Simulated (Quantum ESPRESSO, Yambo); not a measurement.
# A GW chain in Yambo: SrCl2 (Fm-3m), part 3 of 3

Aim: the G0W0 gap of SrCl2 (Fm-3m) on PBE with spin-orbit coupling, step by step.

Quantum ESPRESSO 7.5 and Yambo 5.3.0; PBE and many-body steps on it, plane waves. Known limits of the many-body steps: not at the basis limit.

So far. Step 3 (Bands along the symmetry lines): The gap is 5.342 eV, as in the run before at this level. Step 4 (Empty states on the mesh, 4×4×4 mesh, 158 bands): On this mesh the gap is 5.342 eV.

## Step 6: Screening and self-energy, 4×4×4 mesh, 158 bands, screening to 88.4 eV

Now the one-shot GW correction: screening in the RPA, then the self-energy of the levels asked for.

This step: G0W0 on PBE with spin-orbit coupling, plane waves, norm-conserving pseudopotentials.

gw4.in reads:

```
HF_and_locXC
gw0
dyson
ppa
em1d
rim_cut
RandQpts= 1000000
RandGvec= 1 RL
EXXRLvcs= 56 Ry
VXCRLvcs= 224 Ry
Chimod= "HARTREE"
% BndsRnXp
 1 | 158 |
%
NGsBlkXp= 6.5 Ry
% LongDrXp
 1 | 1 | 1 |
%
% GbndRnge
 1 | 158 |
%
DysSolver= "n"
ExtendOut
PPAPntXp= 27.21138 eV
% QPkrange
 7 | 7 | 21 | 28 |
 1 | 1 | 21 | 28 |
%
```

Launch:

```
> OMP_NUM_THREADS=1 mpirun -n 4 yambo -F gw4.in -J gw4 -C gw4 > gw4.log
```

The log of the run:

```text
 Yambo, version 5.3.0

 [02] CORE Variables Setup
 =========================

  [... cell, symmetries and grids as in the set-up ...]

  [02.05] Energies & Occupations
  ==============================

  [X] === General ===
  [X] Electronic Temperature                        :  0.000000  0.000000 [eV K]
  [X] Bosonic    Temperature                        :  0.000000  0.000000 [eV K]
  [X] Finite Temperature mode                       : no
  [X] El. density                                   :  0.28270E+24 [cm-3]
  [X] Fermi Level                                   :  3.147934 [eV]

  [X] === Gaps and Widths ===
  [X] Conduction Band Min                           :  5.342311 [eV]
  [X] Valence Band Max                              :  0.000000 [eV]
  [X] Filled Bands                                  :  24
  [X] Empty Bands                                   :   25  158
  [X] Direct Gap                                    :  5.509999 [eV]
  [X] Direct Gap localized at k                     :   7
  [X] Indirect Gap                                  :  5.342311 [eV]
  [X] Indirect Gap between kpts                     :   7   1
  [X] Last valence band width                       :  0.994458 [eV]
  [X] 1st conduction band width                     :  1.375164 [eV]

 [03] Transferred momenta grid and indexing
 ==========================================

 IBZ Q-points                                      :   8
 BZ  Q-points                                      :   64

 K/Q-points units:
 rlu = crystal or reduced units; cc = cartesian coordinates; iku = interal k-units

 Q [1]          [rlu]:  0.000000  0.000000  0.000000
 Q [2]          [rlu]: -0.24672E-16 -0.24672E-16  0.25000
 Q [3]          [rlu]:  0.49343E-16  0.49343E-16 -0.50000
 Q [4]          [rlu]: -0.54799E-17  0.25000      0.25000
 Q [5]          [rlu]: -0.17850E-16  0.25000      0.50000
 Q [6]          [rlu]:  0.10758E-15  0.25000     -0.25000
 Q [7]          [rlu]:  0.10960E-16 -0.50000     -0.50000
 Q [8]          [rlu]:  0.250000 -0.500000 -0.250000

 [04] Coloumb potential Random Integration (RIM)
 ===============================================

  [04.01] RIM initialization
  ==========================

  * Diagonal components only detected *

  8 x (sBL volume)        :  0.054121 [a.u.]
  sBZ random points       :  1000000
  Points outside the sBZ  :   7996195
  RL volume               :  0.432965 [a.u.]
  Integrated volume       :  0.433171 [a.u.]

  [04.02] RIM integrals
  =====================

  Gamma point sphere radius             :  0.068613 [a.u.]
  Points outside the sphere             :   799659
  [Int_sBZ(q=0) 1/q^2]*(Vol_sBZ)^(-1/3) =:  7.764404
                                 should be <:  7.795600

  Summary of Coulomb integrals for non-metallic bands |Q|[au] RIM/Bare

  Q [1] 0.100000E-4 0.995998 * Q [2] 0.206363 1.065167
  Q [4] 0.238287 1.065194 * Q [6] 0.336989 1.026099
  Q [5] 0.395155 1.019892 * Q [3] 0.412726 1.016551
  Q [7] 0.476575 1.013307 * Q [8] 0.532827 1.010383

 [05] Dipoles
 ============

  [05.01] Setup: observables and procedures
  =========================================

  [WARNING] [x,Vnl] slows the Dipoles computation. To neglect it rename the ns.kb_pp file

 [06] Dynamic Dielectric Matrix (PPA)
 ====================================

 [WR./gw4//ndb.pp]---------------------------------------------------------------
  Brillouin Zone Q/K grids (IBZ/BZ)                :    8   64    8   64
  RL vectors                                       :   4957 [WF]
  Coulomb cutoff potential                         : none
  Electronic Temperature                           :  0.000000 [K]
  Bosonic    Temperature                           :  0.000000 [K]
  PPA    diel. fun.  energies                      : Perdew, Burke & Ernzerhof(X)+Perdew, Burke & Ernzerhof(C)
  wavefunctions                                    : Perdew, Burke & Ernzerhof(X)+Perdew, Burke & Ernzerhof(C)
  Global Gauge                                     : length
  X matrix size                                    :  169
  X band range                                     :    1  158
  X e/h energy range                               : -1.000000 -1.000000 [eV]
  X Time ordering                                  : R
  X Hxc Kernel                                     : HARTREE
  X Drude frequency                                :  0.000000  0.000000
  X poles                                          :  100.0000 [o/o]
  RL vectors in the sum                            :   4957
  [r,Vnl] included                                 : yes
  Field direction                                  :  0.577350E-5  0.577350E-5  0.577350E-5
  BZ energy Double Grid                            : no
  BZ energy DbGd points                            : 0
  BZ Q point size factor                           : -1.000000
  X Optical Averaged directions                    : none

 [07] Local Exchange-Correlation + Non-Local Fock
 ================================================

 [VXC] Plane waves :   32455
 [EXS] Plane waves :   4111

 QP @ state[ 1 ] K range:  1  1
 QP @ state[ 1 ] b range:  21  28
 QP @ state[ 2 ] K range:   7   7
 QP @ state[ 2 ] b range:  21  28

 [xc] Functional : Perdew, Burke & Ernzerhof(X)+Perdew, Burke & Ernzerhof(C)
 [xc] LIBXC used to calculate xc functional
  PP Number of Atomic Species                      :  2
  NLCC RL compoments                               :   32455
  PP Number of Atomic Species                      :  2
  NLCC RL compoments                               :   32455

 [xc] E_xc :  -10.28880 [Ha]
      E_xc :  -20.57760 [Ry]

  Local XC kind (lXC) : Perdew, Burke & Ernzerhof(X)+Perdew, Burke & Ernzerhof(C)
  Non-Local XC kind (nlXC) : Hartree-Fock

  Corrections @ K [1] :  [eV]
 <21|nlXC|21> = -18.73820 -0.41416E-17 <21|lXC|21> = -14.45929 -0.58766E-10
 <22|nlXC|22> = -18.73820  0.57190E-17 <22|lXC|22> = -14.45929  0.24872E-09
 <23|nlXC|23> = -18.73814  0.73484E-17 <23|lXC|23> = -14.45929  0.13539E-09
 <24|nlXC|24> = -18.73813  0.75405E-17 <24|lXC|24> = -14.45929 -0.50837E-10
 <25|nlXC|25> = -3.816392  0.51850E-18 <25|lXC|25> = -7.728314 -0.66489E-09
 <26|nlXC|26> = -3.816416 -0.61282E-18 <26|lXC|26> = -7.728353 -0.61184E-10
 <27|nlXC|27> = -4.806631 -0.22569E-19 <27|lXC|27> = -9.736999  0.75579E-09
 <28|nlXC|28> = -4.806642  0.39329E-18 <28|lXC|28> = -9.736999  0.83366E-09

  Corrections @ K [7] :  [eV]
 <21|nlXC|21> = -18.60866 -0.56437E-17 <21|lXC|21> = -14.37221  0.14573E-09
 <22|nlXC|22> = -18.60866  0.22540E-16 <22|lXC|22> = -14.37221  0.21979E-10
 <23|nlXC|23> = -18.98658  0.18382E-18 <23|lXC|23> = -14.79767  0.22969E-09
 <24|nlXC|24> = -18.98658  0.13216E-16 <24|lXC|24> = -14.79767 -0.13871E-09
 <25|nlXC|25> = -4.160050 -0.44857E-18 <25|lXC|25> = -8.460978  0.25529E-09
 <26|nlXC|26> = -4.160049 -0.93933E-18 <26|lXC|26> = -8.460977  0.45668E-09
 <27|nlXC|27> = -5.679586 -0.32888E-18 <27|lXC|27> = -11.01046  0.180807E-8
 <28|nlXC|28> = -5.679586  0.20113E-18 <28|lXC|28> = -11.01046 -0.165441E-8

 [08] Dyson equation: Newton solver
 ==================================

  [08.01] G0W0 (W PPA)
  ====================

  [  GW  ] Bands range     :    1  158
  [GW/PPA] G damping       :  0.100000 [eV]

  QP @ state[ 1 ] K range:  1  1
  QP @ state[ 1 ] b range:  21  28
  QP @ state[ 2 ] K range:   7   7
  QP @ state[ 2 ] b range:  21  28

   Sc/G bands                                       :    1  158
   Sc/G damping                                     :  0.100000 ev
   Sc bands terminator                              : no
   Sx RL components                                 :   4111

   QP @ state[ 1 ] K range                          :  1  1
   QP @ state[ 1 ] b range                          :  21  28
   QP @ state[ 2 ] K range                          :   7   7
   QP @ state[ 2 ] b range                          :  21  28
   GF energies kind                                 : Perdew, Burke & Ernzerhof(X)+Perdew, Burke & Ernzerhof(C)
   GF WF`s kind                                     : Perdew, Burke & Ernzerhof(X)+Perdew, Burke & Ernzerhof(C)
   Xs energies kind                                 : Perdew, Burke & Ernzerhof(X)+Perdew, Burke & Ernzerhof(C)
   Xs WF`s kind                                     : Perdew, Burke & Ernzerhof(X)+Perdew, Burke & Ernzerhof(C)

 [11] Game Over & Game summary
```

Elapsed: 3 min, on 4 MPI ranks of Arm Neoverse V2, shared host; peak memory 2.9 GiB; 12 min of CPU time.

This step gave:

```
G0W0 gap on the points computed              : 7.440 eV
starting gap on the mesh                     : 5.342 eV
k of the valence top                         : 0, -0.5, -0.5
k of the conduction bottom                   : 0, 0, 0
least direct G0W0 gap on the computed points : 7.789 eV
Z at the valence top                         : 0.8164
Z at the conduction bottom                   : 0.8664
```

The gap on the mesh goes from 5.34 eV to 7.44 eV, a correction of +2.10 eV.

Limits: finite bands, cutoff and mesh. v1 is the top filled band, c1 the lowest empty one. The levels before and after the correction (eV, zero at the valence-band top of each column):

|  | conduction bottom | valence top |
| --- | --- | --- |
| Kohn-Sham | 5.34 | 0.00 |
| G0W0 | 7.44 | 0.00 |

|  | level | energy (eV) |
| --- | --- | --- |
| Kohn-Sham | Γ v3-v1 | -0.287 |
| Kohn-Sham | Γ c1-c2 | 5.342 |
| Kohn-Sham | Γ c3 | 6.106 |
| Kohn-Sham | (0 -0.5 -0.5) v3 | -0.356 |
| Kohn-Sham | (0 -0.5 -0.5) v2-v1 | 0.000 |
| Kohn-Sham | (0 -0.5 -0.5) c1-c2 | 5.510 |
| Kohn-Sham | (0 -0.5 -0.5) c3 | 7.051 |
| G0W0 | Γ v3-v1 | -0.349 |
| G0W0 | Γ c1-c2 | 7.440 |
| G0W0 | Γ c3 | 9.029 |
| G0W0 | (0 -0.5 -0.5) v3 | -0.400 |
| G0W0 | (0 -0.5 -0.5) v2-v1 | 0.000 |
| G0W0 | (0 -0.5 -0.5) c1-c2 | 8.018 |
| G0W0 | (0 -0.5 -0.5) c3 | 10.216 |

## Step 7: Where the time went

Times are wall times on the hardware named with each run, good to a factor of about two.

```csv
step,time,share,memory (GiB)
ground state,25 s,9 %,0.51
bands along the symmetry lines,29 s,11 %,0.36
empty states on the mesh,28 s,11 %,0.67
conversion and set-up,2.7 s,1 %,0.25
screening and self-energy,3 min,68 %,2.9
```

## Step 8: Results

- PBE gap: 5.34 eV, indirect
- G0W0 gap on the mesh: 7.44 eV
- GW settings: 4×4×4 mesh, 158 bands, screening to 88.4 eV, Godby-Needs plasmon pole
- known limits: not at the basis limit

What this shows: G0W0 moves the gap on the mesh from 5.34 eV to 7.44 eV (+2.10 eV), with Z of 0.82 and 0.87 at the edges. Only 2 of the mesh's irreducible points were corrected, so a valley elsewhere could overtake. The dearest step here is «screening and self-energy». Bands and cutoff are finite, so the gap is not at the basis limit. The miss can reach some tenths of an eV and take either sign; the mesh is an error of its own. In the G0W0 run levels were corrected at 2 k points alone, so a gap called «on the mesh» is the least over those, and an edge elsewhere would be missed.

[Paths, hosts, dates, memory and timing lines, banners, echoed tables and standing remarks are left out of the program output.]

[Logs are printed without paths, hosts, clocks, repeated set-up lines and the standing remarks that a program may print on its own settings, such as how far it seeks lower states.]

[Runs of the session that timed out or met a known fault of the program may be left out.]

[Hosts, paths, dates, database ids (printed as entryN), source tags and the programs' standing remarks are cut or masked in the printed files.]
